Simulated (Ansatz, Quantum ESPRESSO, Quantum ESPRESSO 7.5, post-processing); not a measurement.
**Ballistic transmission: Rh(111) with two reversed steps (an extrinsic fault)**

How well does the junction conduct in the ballistic limit? It is: Rh(111) with two reversed steps (an extrinsic fault).

Program: Quantum ESPRESSO 7.5. Level of theory: plane-wave DFT, PBEsol, GBRV ultrasoft pseudopotentials (cross-check by Ansatz 0.2.0 with PAW datasets). Results are calculated unless marked as measured.

Most raw output is cut from this account.

## Step 1: The structure

The cell holds 22 atoms: 22 Rh. Its edges and angles: a = 2.708 Å, b = 2.708 Å, c = 48.648 Å, α = 90.0°, β = 90.0°, γ = 60.0°. It derives from Rh. Regions: left lead, 9 atoms (9 Rh); channel, 4 atoms (4 Rh); right lead, 9 atoms (9 Rh). The structure is stacked along c, and the current runs across the ab planes.

## Step 2: Self-consistent run

One periodic cell holds a stretch of lead, the junction and more lead; the atoms stay as built.

File scf.in:

```
&control
  prefix = 'scf'
  outdir = './out'
  pseudo_dir = './pseudo'
  calculation = 'scf'
  tprnfor = .true.
/
&system
  ibrav = 0
  nat = 22
  ntyp = 1
  ecutwfc = 40
  ecutrho = 200
  occupations = 'smearing'
  smearing = 'mv'
  degauss = 0.01
/
&electrons
  conv_thr = 1e-07
  mixing_beta = 0.25
  electron_maxstep = 120
  mixing_mode = 'local-TF'
/
ATOMIC_SPECIES
  Rh  102.9055  rh_pbesol_v1.4.uspp.F.UPF
CELL_PARAMETERS angstrom
  2.70821897194448 0.00000000000000 0.00000000000000
  1.35410948597224 2.34538642871489 0.00000000000000
  0.00000000000000 0.00000000000000 48.64753368191787
ATOMIC_POSITIONS crystal
  Rh  0.000000000000 0.000000000000 0.000000000000
  Rh  0.333333333000 0.333333333000 0.045454545455
  Rh  0.666666667000 0.666666667000 0.090909090909
  Rh  0.000000000000 0.000000000000 0.136363636364
  Rh  0.333333333000 0.333333333000 0.181818181818
  Rh  0.666666667000 0.666666667000 0.227272727273
  Rh  0.000000000000 0.000000000000 0.272727272727
  Rh  0.333333333000 0.333333333000 0.318181818182
  Rh  0.666666667000 0.666666667000 0.363636363636
  Rh  0.333333333000 0.333333333000 0.409090909091
  Rh  0.000000000000 0.000000000000 0.454545454545
  Rh  0.333333333000 0.333333333000 0.500000000000
  Rh  0.666666667000 0.666666667000 0.545454545455
  Rh  0.000000000000 0.000000000000 0.590909090909
  Rh  0.333333333000 0.333333333000 0.636363636364
  Rh  0.666666667000 0.666666667000 0.681818181818
  Rh  0.000000000000 0.000000000000 0.727272727273
  Rh  0.333333333000 0.333333333000 0.772727272727
  Rh  0.666666667000 0.666666667000 0.818181818182
  Rh  0.000000000000 0.000000000000 0.863636363636
  Rh  0.333333333000 0.333333333000 0.909090909091
  Rh  0.666666667000 0.666666667000 0.954545454545
K_POINTS automatic
  10 10 1 0 0 0
```

Launch:

```
> OMP_NUM_THREADS=1 mpirun -n 8 pw.x -nk 4 -in scf.in > scf.out
```

Wall time 5.9 min (8 MPI ranks of Arm Neoverse N1, shared host); peak memory 2 GiB; 47 min of CPU time.

This step gave:

```
free energy  : -51232.0743 eV
Fermi energy : 20.68 eV
```

The program's own clock; routines nest. Time by routine:

```
     routine  wall time (s)  calls
       PWSCF          352.8      1
   electrons          336.2      1
     c_bands          299.3     12
     cegterg          286.2     48
       h_psi          156.3    168
        fftw          100.5  57874
    vloc_psi          91.44    168
      calbec          48.79    232
    sum_band          33.36     12
h_psi:calbec          32.04    168
  add_vuspsi             32    168
       s_psi          31.92    168
     cdiaghg          16.55    164
    init_run          11.39      1
```

The run needed 12 iterations to bring the estimated error under 1e-07 Ry; the largest force on any atom, held or free, is 0.11 eV/Å.

## Step 3: Transmission with pwcond.x

prefixt takes both regions from one run: the lead from 0 to bdl, the scattering region from bdl to bds (units of alat). ikind = 1 puts the same lead on both sides. The program's T_tot counts both spins in a run without spin; the tables below give T per spin.

File cond.in:

```
&inputcond
  outdir = './out'
  prefixt = 'scf'
  tran_file = 'cond.dat'
  bdl = 2.4494897417
  bds = 17.9629247797
  ikind = 1
  ewind = 4.0
  epsproj = 1e-05
  nz1 = 7
  energy0 = 0.4
  denergy = -0.4
/
14
  0.00000000 0.00000000 0.01000000
  0.00000000 0.10000000 0.06000000
  0.00000000 0.20000000 0.06000000
  0.00000000 0.30000000 0.06000000
  0.00000000 0.40000000 0.06000000
  0.00000000 0.50000000 0.03000000
  0.10000000 0.20000000 0.06000000
  0.10000000 0.30000000 0.12000000
  0.10000000 0.40000000 0.12000000
  0.10000000 0.50000000 0.12000000
  0.20000000 0.40000000 0.06000000
  0.20000000 0.50000000 0.12000000
  0.20000000 0.60000000 0.06000000
  0.30000000 0.60000000 0.06000000
3
```

Launch:

```
> OMP_NUM_THREADS=1 mpirun -n 8 pwcond.x -in cond.in > cond.out
```

The job ended after 2 min (8 MPI ranks; peak memory 0.63 GiB; 16 min of CPU time).

The run finished, but its numbers are not taken as the system's. The fault: channel counts that differ from the second code's on over 12 % of the mesh's weight.

## Step 4: Transmission with pwcond.x, with ewind = 1.0

How much does a setting matter? One run is repeated with a change.

cond.w.in, as its differences from the input of step 3:

```diff
@@ -3,3 +3,3 @@
   prefixt = 'scf'
-  tran_file = 'cond.dat'
+  tran_file = 'cond.w.dat'
   bdl = 2.4494897417
@@ -7,3 +7,3 @@
   ikind = 1
-  ewind = 4.0
+  ewind = 1.0
   epsproj = 1e-05
```

Launch:

```
> OMP_NUM_THREADS=1 mpirun -n 8 pwcond.x -in cond.w.in > cond.w.out
```

Run time: 95 s. Hardware: 8 MPI ranks; peak memory 0.65 GiB.

The changed values were drawn from a wide range, not chosen for quality; the comparison shows what they did here together.

## Step 5: The same in Ansatz

A second code with its own PAW datasets, on the same atoms.

Level of this step: plane-wave DFT, PBEsol, Ansatz PAW (Ansatz 0.2.0).

File input.yaml:

```yaml
crystal:
  lattice:
    - [2.7082189719, 0.0, 0.0]
    - [1.354109486, 2.3453864287, 0.0]
    - [0.0, 0.0, 48.6475336819]
  atoms:
    - { symbol: Rh, position: [0.0, 0.0, 0.0] }
    - { symbol: Rh, position: [0.333333333, 0.333333333, 0.0454545455] }
    - { symbol: Rh, position: [0.666666667, 0.666666667, 0.0909090909] }
    - { symbol: Rh, position: [0.0, 0.0, 0.1363636364] }
    - { symbol: Rh, position: [0.333333333, 0.333333333, 0.1818181818] }
    - { symbol: Rh, position: [0.666666667, 0.666666667, 0.2272727273] }
    - { symbol: Rh, position: [0.0, 0.0, 0.2727272727] }
    - { symbol: Rh, position: [0.333333333, 0.333333333, 0.3181818182] }
    - { symbol: Rh, position: [0.666666667, 0.666666667, 0.3636363636] }
    - { symbol: Rh, position: [0.333333333, 0.333333333, 0.4090909091] }
    - { symbol: Rh, position: [0.0, 0.0, 0.4545454545] }
    - { symbol: Rh, position: [0.333333333, 0.333333333, 0.5] }
    - { symbol: Rh, position: [0.666666667, 0.666666667, 0.5454545455] }
    - { symbol: Rh, position: [0.0, 0.0, 0.5909090909] }
    - { symbol: Rh, position: [0.333333333, 0.333333333, 0.6363636364] }
    - { symbol: Rh, position: [0.666666667, 0.666666667, 0.6818181818] }
    - { symbol: Rh, position: [0.0, 0.0, 0.7272727273] }
    - { symbol: Rh, position: [0.333333333, 0.333333333, 0.7727272727] }
    - { symbol: Rh, position: [0.666666667, 0.666666667, 0.8181818182] }
    - { symbol: Rh, position: [0.0, 0.0, 0.8636363636] }
    - { symbol: Rh, position: [0.333333333, 0.333333333, 0.9090909091] }
    - { symbol: Rh, position: [0.666666667, 0.666666667, 0.9545454545] }
kpoints:
  mp_grid: { grid: [10, 10, 1] }
hamiltonian:
  xc: pbesol
scf:
  occupations: { method: fermi_dirac, width: 0.1 }
  convergence: { dr2_threshold: 1.0e-08 }
output:
  transmission: { leads: [[0, 3]], e_range: [-0.4, 0.4], de: 0.4, kmesh: [10, 10] }
  write_potential: true
  write_density: true
  volumetric_format: npy
  elf: true
```

Launch:

```
> ansatz run input.yaml --threads 8 --pin off --max-ram 16384MiB --backend cpu --events-out ev --progress --plain --runs-dir out
```

Wall time 24 s (8 threads); peak memory 2.8 GiB; 2.9 min of CPU time.

This step gave:

| Item | Value |
| --- | --- |
| free energy | -139452.5379 eV |
| energy at zero smearing | -139452.0244 eV |
| smearing term TS | 1.027 eV |
| Fermi energy | 21.64 eV |
| symmetry operations | 12 |
| transmission at the Fermi level, one spin | 1.556 |
| lead channels at the Fermi level, one spin | 1.8 |
| step of the lead's Hamiltonian over a period | 0.7 meV |

Per spin; mean over the k mesh across the current. The transmission, zone mean by energy, zero at the Fermi level:

```
energy (eV)  transmission, zone mean
     -0.400                     1.25
      0.000                     1.56
      0.400                     1.50
```

Per spin; mean over the k mesh across the current. Table of open channels, zone mean by energy, zero at the Fermi level:

```
energy (eV)  open channels, zone mean
     -0.400                      1.62
      0.000                       1.8
      0.400                      2.16
```

Valence density in the ca plane at fractional y = 0.333, with atoms of Rh within 0.2 Å of it. It is the smooth field of the valence electrons, not physical close to the nuclei.

Values in units of 1e0 e/Å³, 5 rows by 16 columns, each cell a mean:
```
0.3 1.5 0.5 0.4 0.3 1.0 1.1 0.3 0.4 0.5 1.5 0.5 1.6 0.5 0.4 0.3
0.4 1.0 0.4 1.1 0.7 0.7 0.7 0.7 1.1 0.4 1.0 0.4 0.9 0.4 1.2 0.6
0.8 0.4 0.4 6.4 3.2 0.3 0.3 3.1 6.5 0.4 0.3 0.2 0.3 0.4 6.8 2.7
1.0 0.3 0.4 8.1 4.0 0.3 0.3 3.9 8.2 0.5 0.3 0.2 0.3 0.5 8.6 3.5
0.5 0.6 0.4 2.2 1.2 0.5 0.5 1.1 2.2 0.4 0.6 0.3 0.7 0.4 2.3 1.0
```
Columns run along c (16.0 Å, from fractional 0.34 to 0.66 of the cell), rows up along a (2.7 Å). Atoms in or near the plane, at fractional coordinates: Rh at (0.41, 0.33), Rh at (0.50, 0.33), Rh at (0.64, 0.33).

Electrostatic potential energy in the ca plane at fractional y = 0.333, with atoms of Rh within 0.2 Å of it. With pseudopotentials it is smooth inside the atoms' cores, unlike the true potential.

Ten even steps from '0' (-65 eV) to '9' (23 eV), each cell a mean:
```
99976799999999976799999999976799976799999999
99976799999999976799999999976799976799999999
99987899977799987899977799987899988899987799
79999999732379999999742379999999999999742379
59999999500059999999510059999999999999610049
59999999500059999999510059999999999999610049
79999999731379999999731379999999999999731369
99988899976799988899976799988899988899976799
```
Columns run along c (16.0 Å, from fractional 0.34 to 0.66 of the cell; values clipped at the 3rd and 97th percentile), rows up along a (2.7 Å). Atoms in or near the plane, at fractional coordinates: Rh at (0.41, 0.33), Rh at (0.50, 0.33), Rh at (0.64, 0.33).

## Step 6: All levels side by side

All levels:

```
                   step  T at the Fermi level (per spin)  conductance (G0)  r.m.s. T(E) from the first  CPU time of the step (s)  peak memory (GiB)
                 Ansatz                            1.556                 -                           0                     174.9              2.786
                 pwcond                            1.416             1.416                     0.08712                     949.4               0.63
pwcond, changed setting                            1.274             1.274                      0.1765                     755.6               0.65
```

Per spin; mean over the k mesh across the current. The transmission, zone mean by energy, zero at the Fermi level:

```
energy (eV)  Ansatz  pwcond  pwcond, changed setting
     -0.400    1.25    1.23                     1.23
      0.000    1.56    1.42                     1.27
      0.400    1.50    1.45                     1.62
```

## Step 7: What came out

| Item | Value |
| --- | --- |
| conductance by pwcond, in doubt | 1.42 G₀ |
| conductance by Ansatz | 1.56 G₀ |

In words: pwcond (PBEsol, GBRV ultrasoft) gives 1.42 G₀ and Ansatz (PAW) 1.56 G₀ a cell at the Fermi level; the pwcond value is in doubt, since it shows channel counts that differ from the second code's on over 12 % of the mesh's weight. No independent third code was run. The geometry is as built, not relaxed, and the leads are short.

[Logs are printed without paths, hosts, clocks, repeated set-up lines and the standing remarks that a program may print on its own settings, such as how far it seeks lower states.]

[Hosts, paths, dates, database ids (printed as entryN), source tags and the programs' standing remarks are cut or masked in the printed files.]

[Maps of the electrostatic potential energy from Ansatz leave out the sawtooth potential of an applied field or a dipole correction, so their vacuum need not be flat; planar profiles and work functions include it.]
